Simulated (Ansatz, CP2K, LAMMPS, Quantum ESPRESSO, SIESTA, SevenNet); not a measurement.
# Structure and levels of amorphous 79SiO2-21P2O5 (mol %) (108 atoms) across programs

Aim: relax amorphous 79SiO2-21P2O5 (mol %) (108 atoms), then compare forces, pressure and levels from several programs at that geometry.

All numbers are calculated, not measured.

### Step 1. Set-up

The cell holds 108 atoms (22 Si, 12 P and 74 O), with edges of 11.66, 11.66 and 11.66 Å. Recipe: 108 atoms (22 Si, 12 P, 74 O) placed at random at 2.27 g/cm³, melted at 5000 K for 10 ps at fixed volume with the Morse and Coulomb pair potential with partial charges (Pedone, Malavasi, Menziani, Cormack and Segre, J. Phys. Chem. B 110, 11780 (2006)). Quenched from 5000 K to 300 K at 50 K/ps and fixed volume, held 5 ps, then minimised at fixed cell. Then the atoms were relaxed with SevenNet 0 in the fixed cell. Then the atoms were relaxed with CP2K double zeta, PBE. That run stopped short of its end.

### Step 2. The relaxation

CP2K double zeta (DZVP-MOLOPT-SR, GTH-PBE potentials, 480 Ry; k-points Γ) took 60 geometry steps and stopped short of its thresholds. It started from the geometry that SevenNet 0 had relaxed.

Wall time 35 min (4 MPI ranks of Intel Xeon Platinum 8375C at 2.90GHz (Ice Lake), shared host); peak memory 2.9 GiB.

|  | before | after |
| --- | --- | --- |
| energy (meV/atom) | 0 | -7.4 |
| Si-O bonds under 2.16 Å | 89 at 1.642 Å | 90 at 1.653 Å |
| O-P bonds under 2.11 Å | 48 at 1.558 Å | 48 at 1.569 Å |

Atoms moved by 0.11 Å r.m.s. and 0.53 Å at most, with the common shift taken off.

### Step 3. Structure of the relaxed cell

Density 2.27 g/cm³, 14.69 Å³ an atom.

g(r), total and by pair (bins of 0.2 Å):

| r (Å) | total | O-O | O-Si | O-P | Si-Si | Si-P | P-P |
| --- | --- | --- | --- | --- | --- | --- | --- |
| 1.40 | 0.45 | 0.00 | 0.00 | 2.94 | 0.00 | 0.00 | 0.00 |
| 1.60 | 4.72 | 0.00 | 11.29 | 10.30 | 0.00 | 0.00 | 0.00 |
| 1.80 | 0.50 | 0.00 | 1.40 | 0.71 | 0.00 | 0.00 | 0.00 |
| 2.00 | 0.03 | 0.00 | 0.10 | 0.00 | 0.00 | 0.00 | 0.00 |
| 2.20 | 0.00 | 0.00 | 0.00 | 0.00 | 0.00 | 0.00 | 0.00 |
| 2.40 | 0.40 | 0.84 | 0.00 | 0.00 | 0.00 | 0.00 | 0.00 |
| 2.60 | 2.26 | 4.83 | 0.00 | 0.00 | 0.00 | 0.00 | 0.00 |
| 2.80 | 0.67 | 1.39 | 0.00 | 0.09 | 0.00 | 0.00 | 0.00 |
| 3.00 | 0.64 | 0.49 | 0.04 | 0.16 | 3.38 | 4.16 | 3.87 |
| 3.20 | 0.77 | 0.68 | 0.38 | 0.21 | 4.10 | 2.85 | 0.87 |
| 3.40 | 0.68 | 0.50 | 0.87 | 1.16 | 0.45 | 0.22 | 0.00 |
| 3.60 | 0.83 | 0.77 | 1.19 | 0.88 | 0.00 | 0.00 | 0.00 |
| 3.80 | 1.06 | 0.70 | 1.68 | 1.67 | 0.00 | 0.17 | 0.00 |
| 4.00 | 1.35 | 0.72 | 2.30 | 2.17 | 0.32 | 0.59 | 0.00 |
| 4.20 | 1.10 | 0.68 | 1.86 | 1.42 | 0.30 | 0.80 | 0.48 |
| 4.40 | 1.01 | 1.04 | 0.79 | 1.17 | 1.08 | 1.23 | 2.23 |
| 4.60 | 0.93 | 1.10 | 0.57 | 0.88 | 0.73 | 1.79 | 0.42 |
| 4.80 | 1.13 | 1.46 | 0.61 | 0.90 | 1.35 | 1.23 | 2.23 |
| 5.00 | 1.25 | 1.59 | 0.73 | 0.82 | 1.78 | 1.52 | 1.73 |
| 5.20 | 1.08 | 1.21 | 0.84 | 0.63 | 1.64 | 2.04 | 1.31 |
| 5.40 | 0.89 | 0.89 | 0.89 | 0.68 | 1.08 | 1.31 | 0.88 |
| 5.60 | 0.91 | 0.90 | 0.79 | 1.04 | 0.99 | 1.29 | 0.84 |

Bonds by pair of elements; cutoffs follow the first minimum of g(r), held within bounds set by covalent radii, and pairs that aren't listed don't count as bonded:

| pair A-B | cutoff (Å) | bonds | mean length (Å) | spread (Å) | shortest (Å) | B about A | A about B |
| --- | --- | --- | --- | --- | --- | --- | --- |
| O-Si | 2.16 | 90 | 1.65 | 0.056 | 1.53 | 1.22 | 4.09 |
| O-P | 2.11 | 48 | 1.57 | 0.068 | 1.46 | 0.649 | 4 |

How many atoms have how many bonded neighbours:

| element | mean | 1 | 2 | 4 | 5 |
| --- | --- | --- | --- | --- | --- |
| O | 1.86 | 10 | 64 | 0 | 0 |
| P | 4 | 0 | 0 | 12 | 0 |
| Si | 4.09 | 0 | 0 | 20 | 2 |

Bond angles (no mean is given where the spread exceeds 20°):

| angle | count | mean (°) | spread (°) |
| --- | --- | --- | --- |
| O-Si-O | 140 | 109 | 11 |
| O-P-O | 72 | 109 | 6.5 |
| Si-O-Si | 30 | 150 | 13.2 |
| P-O-Si | 29 | 145 | 12.2 |
| P-O-P | 5 | 138 | 7 |

Oxygen atoms by the number of network formers (Si, P, Ge, B, Al, As, Ga) bound to them:

| network formers bound to O | O atoms | per cent |
| --- | --- | --- |
| 0 | 0 | 0 |
| 1 | 10 | 13.5 |
| 2 | 64 | 86.5 |

Network units: each former by its oxygen neighbours and how many of them bridge to another former:

| former | O neighbours | bridging O | atoms |
| --- | --- | --- | --- |
| Si | 4 | 3 | 1 |
| Si | 4 | 4 | 19 |
| Si | 5 | 5 | 2 |
| P | 4 | 2 | 1 |
| P | 4 | 3 | 7 |
| P | 4 | 4 | 4 |

Bond length by coordination (bonds to H left out):

| element | coordination | atoms | mean bond length (Å) |
| --- | --- | --- | --- |
| O | 1 | 10 | 1.48 |
| O | 2 | 64 | 1.64 |
| Si | 4 | 20 | 1.64 |
| Si | 5 | 2 | 1.74 |

Rings of the network by King's shortest-path rule, up to 12 atoms, one path for each pair of neighbours; H, halogens, alkali and alkaline-earth atoms are left out, and the last column divides by all other atoms, bonded or not:

| ring size (atoms) | rings | per network atom |
| --- | --- | --- |
| 8 | 4 | 0.037 |
| 10 | 13 | 0.12 |
| 12 | 12 | 0.111 |

For some of the pairs, g(r) has its first main peak near 2.6 Å (O-O), 1.6 Å (O-Si), 1.6 Å (O-P), 3.1 Å (Si-Si), 3.1 Å (Si-P) and 3.0 Å (P-P). Counting bonds as in the table, 86 % of O atoms have 2, all P atoms have 4 and 91 % of Si atoms have 4 bonded neighbours. The O-Si-O angle averages 109° with a spread of 11°. 86 % of the oxygens bridge two formers (Si and P) and 14 % are non-bridging. The commonest Si unit has 4 oxygens, 4 of them shared with other formers (19 of 22 atoms). Rings of 10 atoms are the most common (45 % of those counted); sizes run from 8 to 12, where the search stops.

### Step 4. The plane-wave reference

Quantum ESPRESSO 7.5: Kohn-Sham DFT, PBE, SSSP efficiency 1.3.0 pseudopotentials, plane waves. Its input for the relaxed cell:

```
&control
  calculation = 'scf'
  pseudo_dir = './pseudo'
  outdir = './tmp'
  disk_io = 'none'
  tprnfor = .true.
  tstress = .true.
/
&system
  ibrav = 0
  nat = 108
  ntyp = 3
  ecutwfc = 60
  ecutrho = 480
  nosym = .true.
  occupations = 'smearing'
  smearing = 'fd'
  degauss = 0.003675
/
&electrons
  conv_thr = 5.4e-07
  electron_maxstep = 100
  mixing_beta = 0.4
  mixing_mode = 'plain'
  diagonalization = 'david'
/
ATOMIC_SPECIES
Si 28.085 Si.upf
P 30.974 P.upf
O 15.999 O.upf
CELL_PARAMETERS angstrom
11.66410 0.00000 0.00000
0.00000 11.66410 0.00000
0.00000 0.00000 11.66410
ATOMIC_POSITIONS crystal
Si 0.20209 0.04679 0.37599
Si 0.33608 0.70896 0.19549
Si 0.40101 0.04976 0.71848
[... 103 atom lines left out ...]
O 0.30746 0.38152 0.32587
O 0.14948 0.94390 0.45628
K_POINTS gamma
```

Run time: 4.7 min. Hardware: 4 MPI ranks of Intel Xeon Platinum 8375C at 2.90GHz (Ice Lake), shared host; peak memory 5.6 GiB; 19 min of CPU time.

### Step 5. Side by side

CPU times are from a shared host and are rough.

```
                level                    basis or training data  k-points  own r.m.s. force (meV/Å)  difference from the reference (meV/Å)  pressure (GPa)  Kohn-Sham gap (eV)  CPU time  memory (GiB)
              QE, PBE   plane waves, SSSP efficiency, 60/480 Ry         Γ                       181                                      -           -2.55                3.24    19 min           5.6
CP2K triple zeta, PBE     TZV2P-UZH, GTH-PBE potentials, 600 Ry         Γ                       198                                    121           -4.02                3.19    18 min           7.3
      SIESTA DZP, PBE  DZP orbitals, shift 0.01 Ry, mesh 400 Ry         Γ                       216                                    249           -0.28                3.12   5.1 min           2.2
           SevenNet 0        trained on PBE(+U) plane-wave data         -                       194                                    111           -3.17                   -     8.1 s          0.99
```

The gap is the spacing of the highest filled and lowest empty Kohn-Sham level on the mesh; a dash marks partly filled levels, a spacing under 0.15 eV or a method without such levels.

### Step 6. Findings

Relaxation in the fixed cell lowers the energy by 7 meV/atom at its own level and moves atoms by up to 0.53 Å. By the cutoffs of the final cell 1 bond formed and 0 were lost, leaving 138. The reference finds an r.m.s. force of 181 meV/Å there and a pressure of -2.55 GPa, at a geometry that CP2K double zeta made.

Forces differ from the reference's by 111 meV/Å (SevenNet 0), 121 meV/Å (CP2K triple zeta, PBE) and 249 meV/Å (SIESTA DZP, PBE). Pressures lie -0.6 GPa (SevenNet 0), -1.5 GPa (CP2K triple zeta, PBE) and +2.3 GPa (SIESTA DZP, PBE) from the reference's. The highest filled and lowest empty levels lie 3.24 eV apart in the reference, against 3.19 eV in CP2K triple zeta, PBE and 3.12 eV in SIESTA DZP, PBE. Counting bonds as in the table, 86 % of O atoms have 2, all P atoms have 4 and 91 % of Si atoms have 4 bonded neighbours. 86 % of the oxygens bridge two formers (Si and P) and 14 % are non-bridging.

Caveats: The relaxation stopped short, so the geometry isn't a minimum. The density was set by the recipe and held. One sample of a disordered cell; defect or tail levels can set the gap. Gaps are read on the mesh, which holds the band edges only if they fold onto it, and semilocal functionals tend to put them under measured ones. The quench rate of 50 K/ps is many orders above laboratory rates, so the cell is likely richer in defects and strain than a real sample. The reference samples only Γ, in a cell whose shortest periodic width is 12 Å. The plane-wave runs aren't exact: their cutoffs and mesh weren't converged further here. SIESTA's automatically made basis is far from complete, and its potentials were converted by us (checked for H, C, O, Si, Ge and Ca alone). Where levels are smeared, the DFT runs use Fermi–Dirac occupations at 580 K (0.05 eV), and energies are free energies.

[Logs are printed without paths, hosts, clocks, repeated set-up lines and the standing remarks that a program may print on its own settings, such as how far it seeks lower states.]

[Hosts, paths, dates, database ids (printed as entryN), source tags and the programs' standing remarks are cut or masked in the printed files.]
